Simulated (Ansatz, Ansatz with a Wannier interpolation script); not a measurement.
Rows from a G0W0 calculation on SiO2 (Cristobalite) (Ansatz 0.2.0; G0W0 on LDA, plane waves, PAW; 4×4×2 mesh, 720 empty bands, screening to 150 eV), in eV. Spin-orbit coupling is left out.

The database entry behind the starting cell lists a temperature of 340 K, so it need not match the best structure at ambient conditions.

| row | k | band | start | Σx | Σc at the solution | Vxc |
| --- | --- | --- | --- | --- | --- | --- |
| A | Γ | v4 | 0.350 | -26.511 | 4.035 | -20.659 |
| B | Γ | v1 | 1.015 | -26.752 | 3.982 | -21.020 |
| C | Γ | v5 | -0.187 | -26.168 | 4.098 | -20.181 |
| D | Γ | c1 | 6.532 | -6.397 | -3.206 | -11.039 |
| E | Γ | v2 | 0.747 | -26.846 | 4.042 | -21.023 |
| F | Γ | c2 | 9.617 | -5.977 | -3.762 | -11.527 |

**Question.** Work out each quasiparticle level and how far it moved.

The quasiparticle equation reads E = start + Σx + Σc(E) − Vxc.

```csv
row,E (eV),shift (eV)
A,-1.468,−1.818
B,-0.736,−1.751
C,-2.075,−1.888
D,7.968,+1.436
E,-1.034,−1.781
F,11.405,+1.788
```

The gap over the computed points goes from 5.52 eV to 8.70 eV.

Limits: not at the basis limit; coarse k mesh.

[Paths, hosts, dates, memory and timing lines, banners, echoed tables and standing remarks are left out of the program output.]

[Logs are printed without paths, hosts, clocks, repeated set-up lines and the standing remarks that a program may print on its own settings, such as how far it seeks lower states.]

[Runs of the session that timed out or met a known fault of the program may be left out.]

[Hosts, paths, dates, database ids (printed as entryN), source tags and the programs' standing remarks are cut or masked in the printed files.]
